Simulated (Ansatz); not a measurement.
# Ta2O5 (P2/m): band gap by G0W0 on LDA

Aim: the quasiparticle gap of Ta2O5 (P2/m), starting from LDA.

Calculated with Ansatz 0.2.0; LDA, then G0W0 on it, plane waves, PAW.

Report form: the programs' logs are mostly left out.

In doubt: masses and optical values from hybrid runs of this build are listed as unsure (in some of the runs), which bears on the screening that GW takes from such a start.

### 1. Set-up

It takes space group P2/m (No. 10, monoclinic). The conventional cell has a = 3.841 Å, b = 3.863 Å, c = 6.778 Å, α = 90.00°, β = 105.57°, γ = 90.00°. Ta has 6 O at 1.90 to 2.21 Å nearest. Nearest to O lie 2 Ta at 1.93 Å. Nearest to O lie 3 Ta at 1.98 to 2.21 Å. Nearest to O lie 2 Ta at 1.90 Å. Farther neighbours and most contacts between anions are not listed.

The cell and positions are those that the Materials Project relaxed with its own functionals (PBE, PBE+U or r2SCAN), kept fixed. Spin-orbit coupling is left out unless a step names it.

The logs state that the PAW files were generated under PBE.

### 2. The LDA band structure

Levels along a band path and on the mesh show where this functional puts the band edges.

This step: DFT, LDA, plane waves, PAW; PAW set soft_1.

input.yaml

```yaml
crystal:
  lattice:
    - [3.8414080139, 0.0, 0.0]
    - [0.0, 3.86271575, 0.0]
    - [-1.8189421445, 0.0, 6.5289594201]
  atoms:
    - { symbol: Ta, position: [0.64953073, 0.0, 0.79131453] }
    - { symbol: Ta, position: [0.35046927, 0.0, 0.20868547] }
    - { symbol: O, position: [0.6621243, 0.5, 0.79832929] }
    - { symbol: O, position: [0.3378757, 0.5, 0.20167071] }
    - { symbol: O, position: [0.18976057, 0.0, 0.87062125] }
    - { symbol: O, position: [0.81023943, 0.0, 0.12937875] }
    - { symbol: O, position: [0.5, 0.0, 0.5] }
kpoints:
  mp_grid: { grid: [6, 6, 4] }
  band_path:
    path:
      - [0.0, 0.0, 0.0]
      - [0.0, 0.5, 0.0]
      - [0.0, 0.5, 0.5]
      - [0.0, 0.0, 0.5]
      - [0.0, 0.0, 0.0]
      - [-0.5, 0.0, 0.5]
      - [-0.5, 0.5, 0.5]
      - [0.0, 0.5, 0.0]
      - [-0.5, 0.5, 0.0]
      - [-0.5, 0.0, 0.0]
      - [0.0, 0.0, 0.0]
    npoints: 10
hamiltonian:
  xc: lda
  pseudopotentials: { kind: paw, azcp: { folder: soft_1 }, xc_functional: pbe }
scf:
  occupations: { method: fermi_dirac, width: 0.02 }
  n_extra_bands: 6
output:
  eigenvalues: true
  write_density: true
  write_potential: true
  elf: true
  volumetric_format: npy
```

Command:

```sh
$ ansatz run input.yaml --threads 3 --pin off --max-ram 92160MiB --backend cuda --events-out ev --progress --plain --runs-dir out --devices 1 --max-vram 13GiB
```

It took 9.2 s on 1 × NVIDIA H100 80GB HBM3 (shared by 6 runs) with 3 threads of AMD EPYC 7R13 (Zen 3), shared host; peak memory 0.94 GiB.

Numbers from this step:

| Property | Result |
| --- | --- |
| filled bands | 28 |
| gap | 2.123 eV |
| valence top at | E |
| conduction bottom at | B |
| least direct gap | 2.795 eV |

Over mesh and path the gap is 2.123 eV, from k = (-0.500, 0.500, 0.500) to k = (0.000, 0.000, 0.500). The least direct gap found is 2.795 eV, at k = Γ.

Electronic bands along the path, in eV, zero at the top of the highest nominally filled band:

```
  point  band 25  band 26  band 27  band 28  band 29  band 30  band 31  band 32
      Γ    -0.95    -0.85    -0.65    -0.63     2.16     2.56     2.71     4.23
halfway    -1.94    -1.50    -1.41    -0.67     3.78     4.18     4.25     4.35
      Z    -2.40    -1.84    -1.68    -0.32     4.25     5.41     5.61     5.67
halfway    -1.97    -1.89    -1.58    -0.33     4.16     5.39     5.53     5.63
      D    -2.29    -1.81    -1.36    -0.34     4.07     5.36     5.45     5.64
halfway    -1.74    -1.63    -1.20    -0.50     3.85     3.91     4.00     4.37
      B    -0.95    -0.91    -0.81    -0.81     2.12     2.60     2.68     4.08
halfway    -0.96    -0.95    -0.73    -0.69     2.14     2.58     2.70     4.16
      Γ    -0.95    -0.85    -0.65    -0.63     2.16     2.56     2.71     4.23
halfway    -1.22    -0.95    -0.92    -0.73     2.55     3.01     3.26     3.47
      A    -1.25    -1.11    -0.97    -0.78     2.45     3.01     3.85     4.58
halfway    -1.70    -0.70    -0.56    -0.55     3.05     4.05     4.89     4.92
      E    -2.00    -0.72    -0.13     0.00     3.09     4.96     5.50     6.11
halfway    -1.85    -1.17    -0.60    -0.18     3.09     4.86     5.55     5.79
      Z    -2.40    -1.84    -1.68    -0.32     4.25     5.41     5.61     5.67
halfway    -1.83    -1.12    -0.60    -0.19     3.12     4.84     5.57     5.79
     C2    -1.98    -0.62    -0.12    -0.03     3.14     4.90     5.53     6.11
halfway    -1.72    -0.63    -0.56    -0.55     3.11     4.06     4.86     4.92
     Y2    -1.22    -1.16    -0.98    -0.79     2.42     3.07     3.98     4.57
halfway    -1.22    -0.94    -0.94    -0.74     2.53     3.03     3.33     3.48
      Γ    -0.95    -0.85    -0.65    -0.63     2.16     2.56     2.71     4.23
```

Electrostatic potential energy in the ac plane at fractional y = 0.000, with atoms of Ta and O within 0.2 Å of it. With pseudopotentials it is smooth inside the atoms' cores, unlike the true potential.

Ten even steps from '_' (-55 eV) to '@' (13 eV), each cell a mean:
```
@@%%**++**%%@@%%%%%%####%%%%
%%**----==##%%%%**++++**##%%
**==::..--**##++--::::--++##
**--::::==##**--..____..++##
##++==++####++..______..++##
@@%%%%%%%%##==..______--**%%
@@@@@@@@%%##++::....::++##%%
@@@@@@@@@@%%**++====**##%%@@
@@@@@@@@@@%%%%######%%%%@@@@
@@@@@@@@@@%%##++++##@@@@@@@@
@@@@@@@@@@**==----++@@@@@@@@
@@@@@@@@%%++::..--++@@@@@@@@
@@@@@@@@%%==--::==##@@@@@@@@
@@@@@@@@%%++====**@@@@@@@@@@
@@@@@@@@%%##**##%%@@@@@@@@@@
@@@@%%##**++++**##%%@@@@@@@@
@@%%##++--::::==**%%@@@@@@@@
@@%%++::______::++##%%@@%%@@
%%##==..______::++####**++**
##**--..______--****==----==
####==::....--**##++--..::==
%%##**====++**%%%%++--::--++
@@%%%%######%%%%@@##++++**%%
@@@@%%%%%%%%@@@@@@%%%%%%%%@@
```
Columns run along a (3.8 Å; values clipped at the 3rd and 97th percentile), rows up along c (6.8 Å). Atoms in or near the plane, at fractional coordinates: Ta at (0.65, 0.79), Ta at (0.35, 0.21), O at (0.19, 0.87), O at (0.81, 0.13), O at (0.50, 0.50).

Valence density in the ac plane at fractional y = 0.000, with atoms of Ta and O within 0.2 Å of it. It is the smooth field of the valence electrons, not physical close to the nuclei.

Ten even steps from '0' (0.0 e/Å³) to '9' (8.1 e/Å³), each cell a mean:
```
00122100000000
02564100011100
14895101244210
25873113555411
13431114545410
01100025555310
00000013443100
00000001211000
00000001110000
00000012210000
00000147520000
00000379620000
00001377410000
00000233100000
00000111000000
00001111000000
00012432000000
00135553100000
00255453101221
11255552114663
10135431126984
00012100025752
00000000012310
00000000001100
```
Columns run along a (3.8 Å), rows up along c (6.8 Å). Atoms in or near the plane, at fractional coordinates: Ta at (0.65, 0.79), Ta at (0.35, 0.21), O at (0.19, 0.87), O at (0.81, 0.13), O at (0.50, 0.50).

### 3. G0W0 on the 4×4×4 mesh

G0W0 replaces the xc potential by a self-energy built once from the orbitals of the start. Levels are corrected in the window of bands that the input names, at points of the mesh.

This step: G0W0 on LDA, plane waves, PAW; PAW set soft_1.

input.yaml, the sections that differ from step 2:

```yaml
kpoints:
  mp_grid: { grid: [4, 4, 4] }
scf:
  occupations: { method: fixed }
gw:
  n_empty_bands: 767
  ecut_chi: 230.0
  qp_bands: [v2, c2]
  qp_kpoints: band_edges
  screening: { model: contour_deformation }
# crystal, hamiltonian: as in step 2
# output: removed
```

The job ended after 2 min (1 × NVIDIA H100 80GB HBM3 (shared by 6 runs) with 3 threads; peak memory 4.4 GiB; 3.9 min of CPU time).

This step gave:

```
bands summed                                    : 795
RPA ε∞ on this mesh (eigenvalues)               : 4.622, 4.893, 7.460
plane waves in the screening matrix             : 773
q-points in the mesh                            : 64
G0W0 gap over the corrected points              : 3.603 eV
k of the valence top                            : -0.5, -0.5, -0.5
k of the conduction bottom                      : 0, 0, -0.5
starting gap on the mesh                        : 2.110 eV
Z at the valence top                            : 0.7215
Z at the conduction bottom                      : 0.7920
least direct G0W0 gap over the corrected points : 4.291 eV
```

Over 20 of 30 irreducible mesh points the G0W0 gap is 3.603 eV, from k = (-0.500, -0.500, -0.500) to k = (0.000, 0.000, -0.500). The LDA gap of this run on the mesh is 2.110 eV. The two states that bound the G0W0 gap lie that far apart at the start, so the correction of the gap is 3.603 − 2.110 = +1.493 eV. The start of this run differs from the step before in mesh (6×6×4 and 4×4×4).

Labels follow the order of the start: v1 is the top filled band, c1 the lowest empty one; levels that stay degenerate share a row, the window can cut a multiplet, doubted levels are not marked in this list, bands outside the window were not corrected, and the list may be a part of the corrected levels. Levels before and after the correction, in eV, zero at the valence-band top of each column:

```
           conduction bottom  valence top
Kohn-Sham               2.11         0.00
     G0W0               3.60         0.00
```

```
                         level  occupation  energy (eV)
Kohn-Sham        (0 0 -0.5) v2           2       -0.812
Kohn-Sham        (0 0 -0.5) v1           2       -0.812
Kohn-Sham        (0 0 -0.5) c1           0        2.110
Kohn-Sham        (0 0 -0.5) c2           0        2.590
Kohn-Sham  (-0.5 -0.5 -0.5) v2           2       -0.125
Kohn-Sham  (-0.5 -0.5 -0.5) v1           2        0.000
Kohn-Sham  (-0.5 -0.5 -0.5) c1           0        3.071
Kohn-Sham  (-0.5 -0.5 -0.5) c2           0        4.944
     G0W0        (0 0 -0.5) v2           2       -0.938
     G0W0        (0 0 -0.5) v1           2       -0.834
     G0W0        (0 0 -0.5) c1           0        3.603
     G0W0        (0 0 -0.5) c2           0        4.127
     G0W0  (-0.5 -0.5 -0.5) v2           2       -0.132
     G0W0  (-0.5 -0.5 -0.5) v1           2        0.000
     G0W0  (-0.5 -0.5 -0.5) c1           0        4.668
     G0W0  (-0.5 -0.5 -0.5) c2           0        6.592
```

The parts of the quasiparticle energy for the two states that bound the G0W0 gap, in eV on the run's own scale (QP = start + Σx + Σc − Vxc, with Σc at the quasiparticle energy):

```
             edge                         k  band  start       Σx      Σc      Vxc      Z     QP
      valence top  (-0.500, -0.500, -0.500)    28  6.652  −26.362   4.466  −21.352  0.722  6.108
conduction bottom    (0.000, 0.000, -0.500)    29  8.762  −13.104  −4.711  −18.765  0.792  9.711
```

### 4. Spin-orbit coupling

This run has two-component orbitals with spin-orbit coupling.

This step: DFT, LDA with spin-orbit coupling, plane waves, PAW; PAW set soft_1.

Edit input.yaml of step 3 so:

```diff
@@ -14,13 +14,24 @@
 kpoints:
-  mp_grid: { grid: [4, 4, 4] }
+  mp_grid: { grid: [6, 6, 4] }
+  band_path:
+    path:
+      - [0.0, 0.0, 0.0]
+      - [0.0, 0.5, 0.0]
+      - [0.0, 0.5, 0.5]
+      - [0.0, 0.0, 0.5]
+      - [-0.5, 0.0, 0.5]
+      - [-0.5, 0.5, 0.5]
+      - [-0.5, 0.5, 0.0]
+      - [-0.5, 0.0, 0.0]
+    npoints: 1
 hamiltonian:
   xc: lda
-  pseudopotentials: { kind: paw, azcp: { folder: soft_1 }, xc_functional: pbe }
+  pseudopotentials: { kind: paw_fr, azcp: { folder: soft_1 }, xc_functional: pbe }
 scf:
   occupations: { method: fixed }
-gw:
-  n_empty_bands: 767
-  ecut_chi: 230.0
-  qp_bands: [v2, c2]
-  qp_kpoints: band_edges
-  screening: { model: contour_deformation }
+  n_extra_bands: 12
+magnetization:
+  noncollinear: true
+  spin_orbit: true
+output:
+  eigenvalues: true
```

Elapsed: 10 s, on 1 × NVIDIA H100 80GB HBM3 (shared by 6 runs) with 3 threads; peak memory 0.94 GiB.

This step gave:

```
gap                  : 2.096 eV
valence top at       : E
conduction bottom at : B
least direct gap     : 2.763 eV
```

Over mesh and listed points the gap is 2.096 eV, from k = (-0.500, 0.500, 0.500) to k = (0.000, 0.000, 0.500). The least direct gap found is 2.763 eV, at k = Γ. LDA+SOC against LDA: 2.096 − 2.123 = −0.027 eV, with the same mesh, set of files (read in its fully relativistic form for the spin-orbit run) and cutoff, and both edges at the same k points. The spin-orbit run sees mesh and listed points alone, so its gap is an upper bound: the coupling can move an edge off these points, and the change over the zone, its sign included where it is small, is not known.

### 5. The runs together

Each gap is the least one over the points named; times are wall times on shared hosts, not benchmarks. A G0W0 time includes the run's own self-consistent start. Runs with listed points see these and the mesh alone, so an edge that moves elsewhere is missed. Rows marked * are further runs, not shown as steps, whose inputs differ from the G0W0 step on the same start in the columns given; solver thresholds can differ too. Symmetry makes (-0.500, 0.500, 0.500) and (-0.500, -0.500, -0.500) one point. Symmetry makes (0.000, 0.000, 0.500) and (0.000, 0.000, -0.500) one point.

```
    level   mesh       files, cutoff    bands summed, screening                            points  gap (eV)               valence top       conduction bottom  least direct gap (eV)   time
      LDA  6×6×4  soft_1 PAW, 420 eV                          -                     mesh and path     2.123    (-0.500, 0.500, 0.500)   (0.000, 0.000, 0.500)                  2.795  9.2 s
  LDA+SOC  6×6×4  soft_1 PAW, 420 eV                          -            mesh and listed points     2.096    (-0.500, 0.500, 0.500)   (0.000, 0.000, 0.500)                  2.763   10 s
G0W0@LDA*  4×4×4  soft_1 PAW, 420 eV                 154, 69 eV  20 of 30 irreducible mesh points     3.514  (-0.500, -0.500, -0.500)  (0.000, 0.000, -0.500)                  4.227   22 s
G0W0@LDA*  4×4×4  soft_1 PAW, 420 eV                384, 138 eV  20 of 30 irreducible mesh points     3.527  (-0.500, -0.500, -0.500)  (0.000, 0.000, -0.500)                  4.230   57 s
 G0W0@LDA  4×4×4  soft_1 PAW, 420 eV                795, 230 eV  20 of 30 irreducible mesh points     3.603  (-0.500, -0.500, -0.500)  (0.000, 0.000, -0.500)                  4.291  2 min
G0W0@LDA*  4×4×2  soft_1 PAW, 420 eV                384, 138 eV  12 of 18 irreducible mesh points     3.519  (-0.500, -0.500, -0.500)  (0.000, 0.000, -0.500)                  4.222   18 s
G0W0@LDA*  4×4×4  soft_1 PAW, 420 eV  384, 138 eV, plasmon pole  20 of 30 irreducible mesh points     3.498  (-0.500, -0.500, -0.500)  (0.000, 0.000, -0.500)                  4.227   49 s
```

### 6. Summary of results

| Item | Value |
| --- | --- |
| LDA gap over mesh and path | 2.123 eV, from k = (-0.500, 0.500, 0.500) to k = (0.000, 0.000, 0.500) |
| G0W0@LDA gap over 20 of 30 irreducible mesh points | 3.603 eV, from k = (-0.500, -0.500, -0.500) to k = (0.000, 0.000, -0.500) |
| LDA+SOC gap over mesh and listed points | 2.096 eV |
| GW settings | 4×4×4 mesh, 767 empty bands, screening to 230 eV, PAW set soft_1 files |
| known limits | finite bands, screening cutoff and k mesh; no spin-orbit coupling in G0W0 |

What this shows: Over 20 of 30 irreducible mesh points the G0W0 gap is 3.603 eV, from k = (-0.500, -0.500, -0.500) to k = (0.000, 0.000, -0.500). The LDA gap of this run on the mesh is 2.110 eV. The two states that bound the G0W0 gap lie that far apart at the start, so the correction of the gap is 3.603 − 2.110 = +1.493 eV. The valence state moves by 6.108 − 6.652 = −0.544 eV and the conduction state by 9.711 − 8.762 = +0.949 eV, on the run's own scale; with 154 bands the edge states move by −0.033 and +1.372 eV, so the split between the edges depends on the bands and cutoff. Both edges that LDA shows over mesh and path lie at k points where levels were corrected. Levels at other points were not corrected, so a lower G0W0 gap elsewhere in the zone is not ruled out. From 154 bands and 69 eV to 795 bands and 230 eV the gap moves by 3.603 − 3.514 = +0.089 eV (rung by rung 3.514, 3.527, 3.603 eV); bands and screening cutoff rise together, so their parts are not told apart. A line in one over the bands through the two highest rungs gives 3.603 + (3.603 − 3.527) × 384 / (795 − 384) = 3.674 eV, and through the pair below 3.527 + (3.527 − 3.514) × 154 / (384 − 154) = 3.536 eV. The two differ by 0.138 eV, not under the 0.030 eV asked, so the law does not hold well over these rungs and the limit is not known. With the 4×4×2 mesh in place of the 4×4×4 mesh and all else as in the G0W0@LDA row with 384 bands, the gap differs by 3.519 − 3.527 = −0.008 eV, and that of the start by 2.106 − 2.110 = −0.004 eV. With the plasmon pole model in place of the contour deformation model and all else as in the G0W0@LDA row with 384 bands, the gap differs by 3.498 − 3.527 = −0.029 eV. G0W0 on other starts in this series, not shown as steps and not all at these settings: 4.010 eV on HSE06 (4×4×4, soft_1 PAW, 384 bands, 138 eV) and 4.240 eV on PBE0 (4×4×4, soft_1 PAW, 384 bands, 138 eV). LDA+SOC against LDA: 2.096 − 2.123 = −0.027 eV, with the same mesh, set of files (read in its fully relativistic form for the spin-orbit run) and cutoff, and both edges at the same k points. The spin-orbit run sees mesh and listed points alone, so its gap is an upper bound: the coupling can move an edge off these points, and the change over the zone, its sign included where it is small, is not known. What spin-orbit coupling does to the G0W0 levels was not computed, so no sum with the G0W0 gap is formed. The G0W0 runs are scalar-relativistic. G0W0@LDA runs of this series with other atomic data on the same mesh, not shown as steps, give 3.506 eV (hard PAW, 930 eV, 398 bands, screening to 138 eV; the table's row with the same empty bands and screening cutoff has 3.527 eV); where bands and cutoffs differ too, the part of the files is not isolated.

[Paths, hosts, dates, memory and timing lines, banners, echoed tables and standing remarks are left out of the program output.]

[Logs are printed without paths, hosts, clocks, repeated set-up lines and the standing remarks that a program may print on its own settings, such as how far it seeks lower states.]

[Runs of the session that timed out or met a known fault of the program may be left out.]

[Cells called generated may have been cut or substituted from an entry of the Crystallography Open Database or the Materials Project.]

[Hosts, paths, dates, database ids (printed as entryN), source tags and the programs' standing remarks are cut or masked in the printed files.]

[Where an RPA ε∞ is given, it is that of the G0W0 mesh and is not shown converged in it. Names of k-points follow the symmetry that the program found, which can be lower than the space group named. Band edges on a path are those of the sampled points; other points can move an edge, and change direct to indirect where valleys lie close.]

[Hybrid gaps are those of their k-mesh and are not shown converged in it.]
